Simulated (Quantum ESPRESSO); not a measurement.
# Collinear magnetic orders of NiCl2 with Quantum ESPRESSO, part 3 of 3

A self-consistent run ends on one state, which hangs on the start. Several orders of NiCl2 are started in Quantum ESPRESSO and their energies compared.

Quantum ESPRESSO 7.5; PBEsol with U = 6 eV on Ni d (ortho-atomic projectors); plane waves with GBRV 1.5 PBEsol potentials, no spin-orbit coupling.

So far. Step 5 (Ranking): An order is kept where moments of 0.15 μB or more survive with the typed signs; meshes match where a doubled cell samples the same k points as the first cell.

The database entry behind the starting cell differs from later determinations by our own check (an axis about 1.8 % long against later determinations), so it need not match the best structure at ambient conditions.

## (7) Another way to count moments

Level of this step: PBEsol with U = 6 eV on Ni d (ortho-atomic projectors); plane waves with GBRV 1.5 PBEsol potentials, no spin-orbit coupling, projections on orthogonalised atomic orbitals (Quantum ESPRESSO).

projwfc.x projects the saved states on orthogonalised atomic orbitals of the pseudopotential files.

What it wrote:

```text
[banner, memory and clock lines left out]
Program PROJWFC v.7.5 starts

     [... lines left out ...]
     IMPORTANT: XC functional enforced from input :
     Exchange-correlation= PBESOL
                           (   1   4  10   8   0   0   0)
     Any further DFT definition will be discarded
     Please, verify this is what you really want

     G-vector sticks info

     Check: negative core charge=   -0.000006

     negative rho (up, down):  2.972E-02 2.972E-02

     Gaussian broadening (read from input): ngauss,degauss=   0    0.010000

     Calling projwave ....

  Problem Sizes
  natomwfc =           42
  nbnd     =           47
  nkstot   =           32
  npwx     =         3654
  nkb      =          108

     Atomic states used for projection
     (read from pseudopotential files):

     state #   1: atom   1 (Ni1), wfc  1 (l=0 m= 1)
     state #   2: atom   1 (Ni1), wfc  2 (l=1 m= 1)
     state #   3: atom   1 (Ni1), wfc  2 (l=1 m= 2)
     state #   4: atom   1 (Ni1), wfc  2 (l=1 m= 3)
     state #   5: atom   1 (Ni1), wfc  3 (l=2 m= 1)
     state #   6: atom   1 (Ni1), wfc  3 (l=2 m= 2)
     state #   7: atom   1 (Ni1), wfc  3 (l=2 m= 3)
     state #   8: atom   1 (Ni1), wfc  3 (l=2 m= 4)
     state #   9: atom   1 (Ni1), wfc  3 (l=2 m= 5)
     state #  10: atom   1 (Ni1), wfc  4 (l=0 m= 1)
     state #  11: atom   1 (Ni1), wfc  5 (l=1 m= 1)
     state #  12: atom   1 (Ni1), wfc  5 (l=1 m= 2)
     state #  13: atom   1 (Ni1), wfc  5 (l=1 m= 3)
     state #  14: atom   2 (Ni2), wfc  1 (l=0 m= 1)
     state #  15: atom   2 (Ni2), wfc  2 (l=1 m= 1)
     state #  16: atom   2 (Ni2), wfc  2 (l=1 m= 2)
     state #  17: atom   2 (Ni2), wfc  2 (l=1 m= 3)
     state #  18: atom   2 (Ni2), wfc  3 (l=2 m= 1)
     state #  19: atom   2 (Ni2), wfc  3 (l=2 m= 2)
     state #  20: atom   2 (Ni2), wfc  3 (l=2 m= 3)
     state #  21: atom   2 (Ni2), wfc  3 (l=2 m= 4)
     state #  22: atom   2 (Ni2), wfc  3 (l=2 m= 5)
     state #  23: atom   2 (Ni2), wfc  4 (l=0 m= 1)
     state #  24: atom   2 (Ni2), wfc  5 (l=1 m= 1)
     state #  25: atom   2 (Ni2), wfc  5 (l=1 m= 2)
     state #  26: atom   2 (Ni2), wfc  5 (l=1 m= 3)
     state #  27: atom   3 (Cl ), wfc  1 (l=0 m= 1)
     state #  28: atom   3 (Cl ), wfc  2 (l=1 m= 1)
     state #  29: atom   3 (Cl ), wfc  2 (l=1 m= 2)
     state #  30: atom   3 (Cl ), wfc  2 (l=1 m= 3)
     state #  31: atom   4 (Cl ), wfc  1 (l=0 m= 1)
     state #  32: atom   4 (Cl ), wfc  2 (l=1 m= 1)
     state #  33: atom   4 (Cl ), wfc  2 (l=1 m= 2)
     state #  34: atom   4 (Cl ), wfc  2 (l=1 m= 3)
     state #  35: atom   5 (Cl ), wfc  1 (l=0 m= 1)
     state #  36: atom   5 (Cl ), wfc  2 (l=1 m= 1)
     state #  37: atom   5 (Cl ), wfc  2 (l=1 m= 2)
     state #  38: atom   5 (Cl ), wfc  2 (l=1 m= 3)
     state #  39: atom   6 (Cl ), wfc  1 (l=0 m= 1)
     state #  40: atom   6 (Cl ), wfc  2 (l=1 m= 1)
     state #  41: atom   6 (Cl ), wfc  2 (l=1 m= 2)
     state #  42: atom   6 (Cl ), wfc  2 (l=1 m= 3)

 [... projections of the bands left out ...]

Lowdin Charges:

     Atom #   1: total charge =  17.8623, s =  2.5290, p =  7.0741, d =  8.2592,
                 spin up      =   9.7880, s =  1.2679,
                 spin up      =   9.7880, p =  3.5376, pz=  1.1819, px=  1.1779, py=  1.1779,
                 spin up      =   9.7880, d =  4.9826, dz2=  0.9960, dxz=  0.9971, dyz=  0.9971, dx2-y2=  0.9962, dxy=  0.9962,
                 spin down    =   8.0742, s =  1.2611,
                 spin down    =   8.0742, p =  3.5365, pz=  1.1808, px=  1.1778, py=  1.1778,
                 spin down    =   8.0742, d =  3.2766, dz2=  0.9921, dxz=  0.4259, dyz=  0.4259, dx2-y2=  0.7163, dxy=  0.7163,
                 polarization =   1.7138, s =  0.0067, p =  0.0011, d =  1.7060,
     Atom #   2: total charge =  17.8623, s =  2.5290, p =  7.0741, d =  8.2592,
                 spin up      =   8.0742, s =  1.2611,
                 spin up      =   8.0742, p =  3.5365, pz=  1.1808, px=  1.1778, py=  1.1778,
                 spin up      =   8.0742, d =  3.2766, dz2=  0.9921, dxz=  0.4259, dyz=  0.4259, dx2-y2=  0.7164, dxy=  0.7164,
                 spin down    =   9.7880, s =  1.2679,
                 spin down    =   9.7880, p =  3.5376, pz=  1.1819, px=  1.1779, py=  1.1779,
                 spin down    =   9.7880, d =  4.9826, dz2=  0.9960, dxz=  0.9971, dyz=  0.9971, dx2-y2=  0.9962, dxy=  0.9962,
                 polarization =  -1.7138, s = -0.0067, p = -0.0011, d = -1.7060,
     Atom #   3: total charge =   7.0317, s =  1.8436, p =  5.1881, d =  0.0000,
                 spin up      =   3.4433, s =  0.9195,
                 spin up      =   3.4433, p =  2.5238, pz=  0.8574, px=  0.8332, py=  0.8332,
                 spin up      =   3.4433, d =  0.0000, dz2=  0.0000, dxz=  0.0000, dyz=  0.0000, dx2-y2=  0.0000, dxy=  0.0000,
                 spin down    =   3.5884, s =  0.9241,
                 spin down    =   3.5884, p =  2.6643, pz=  0.9011, px=  0.8816, py=  0.8816,
                 spin down    =   3.5884, d =  0.0000, dz2=  0.0000, dxz=  0.0000, dyz=  0.0000, dx2-y2=  0.0000, dxy=  0.0000,
                 polarization =  -0.1451, s = -0.0046, p = -0.1406, d =  0.0000,
     Atom #   4: total charge =   7.0317, s =  1.8436, p =  5.1881, d =  0.0000,
                 spin up      =   3.5884, s =  0.9241,
                 spin up      =   3.5884, p =  2.6643, pz=  0.9011, px=  0.8816, py=  0.8816,
                 spin up      =   3.5884, d =  0.0000, dz2=  0.0000, dxz=  0.0000, dyz=  0.0000, dx2-y2=  0.0000, dxy=  0.0000,
                 spin down    =   3.4433, s =  0.9195,
                 spin down    =   3.4433, p =  2.5238, pz=  0.8574, px=  0.8332, py=  0.8332,
                 spin down    =   3.4433, d =  0.0000, dz2=  0.0000, dxz=  0.0000, dyz=  0.0000, dx2-y2=  0.0000, dxy=  0.0000,
                 polarization =   0.1451, s =  0.0046, p =  0.1406, d =  0.0000,
     Atom #   5: total charge =   7.0317, s =  1.8436, p =  5.1881, d =  0.0000,
                 spin up      =   3.5884, s =  0.9241,
                 spin up      =   3.5884, p =  2.6643, pz=  0.9011, px=  0.8816, py=  0.8816,
                 spin up      =   3.5884, d =  0.0000, dz2=  0.0000, dxz=  0.0000, dyz=  0.0000, dx2-y2=  0.0000, dxy=  0.0000,
                 spin down    =   3.4433, s =  0.9195,
                 spin down    =   3.4433, p =  2.5238, pz=  0.8574, px=  0.8332, py=  0.8332,
                 spin down    =   3.4433, d =  0.0000, dz2=  0.0000, dxz=  0.0000, dyz=  0.0000, dx2-y2=  0.0000, dxy=  0.0000,
                 polarization =   0.1451, s =  0.0046, p =  0.1406, d =  0.0000,
     Atom #   6: total charge =   7.0317, s =  1.8436, p =  5.1881, d =  0.0000,
                 spin up      =   3.4433, s =  0.9195,
                 spin up      =   3.4433, p =  2.5238, pz=  0.8574, px=  0.8332, py=  0.8332,
                 spin up      =   3.4433, d =  0.0000, dz2=  0.0000, dxz=  0.0000, dyz=  0.0000, dx2-y2=  0.0000, dxy=  0.0000,
                 spin down    =   3.5884, s =  0.9241,
                 spin down    =   3.5884, p =  2.6643, pz=  0.9011, px=  0.8816, py=  0.8816,
                 spin down    =   3.5884, d =  0.0000, dz2=  0.0000, dxz=  0.0000, dyz=  0.0000, dx2-y2=  0.0000, dxy=  0.0000,
                 polarization =  -0.1451, s = -0.0046, p = -0.1406, d =  0.0000,
     Spilling Parameter:   0.0023
```

Run time: 4 s. Hardware: 4 MPI ranks of Arm Neoverse V1, shared host; peak memory 1.1 GiB; 16 s of CPU time.

```
atom  moment in the sphere (μB)  Löwdin moment (μB)  Löwdin charge (e)
 Ni1                      1.708               1.714             17.862
 Ni2                     -1.708              -1.714             17.862
 Cl3                     -0.118              -0.145              7.032
 Cl4                      0.118               0.145              7.032
 Cl5                      0.118               0.145              7.032
 Cl6                     -0.118              -0.145              7.032
```

## (8) Occupations of the corrected shells in the lowest state

Occupations of the Hubbard shells:

```
block  type  shell  spin  electrons             occupation numbers
    1   Ni1     3d    up      4.983  0.996 0.996 0.996 0.998 0.998
    1   Ni1     3d  down      3.277  0.151 0.151 0.992 0.992 0.992
    2   Ni2     3d    up      3.277  0.151 0.151 0.992 0.992 0.992
    2   Ni2     3d  down      4.983  0.996 0.996 0.996 0.998 0.998
```

## (9) Summary of results

* lowest state found: antiferromagnetic (from antiferro q=(1/2,1/2,1/2) +-)
* largest site moment: 1.71 μB
* next state with moments: ferromagnetic, 1.68 meV a seeded atom higher

The two lowest states lie so close that the mesh, the smearing, the functional or spin–orbit coupling could swap them. The largest moment reads 1.71 μB in the sphere and 1.71 μB by Löwdin projection; a site moment hangs on how space is shared out. Only these 3 starts were compared; other wavevectors, canted and longer-period orders were not.

[Logs and program files are shortened in this print: banners, set-up blocks, solver, clock and traceback lines can be left out without a mark of their own.]

[Logs are printed without paths, hosts, clocks, repeated set-up lines and the standing remarks that a program may print on its own settings, such as how far it seeks lower states.]

[Hosts, paths, dates, database ids (printed as entryN), source tags and the programs' standing remarks are cut or masked in the printed files.]

[Where a cell is said to come from a database of computed structures, the database is the Materials Project.]
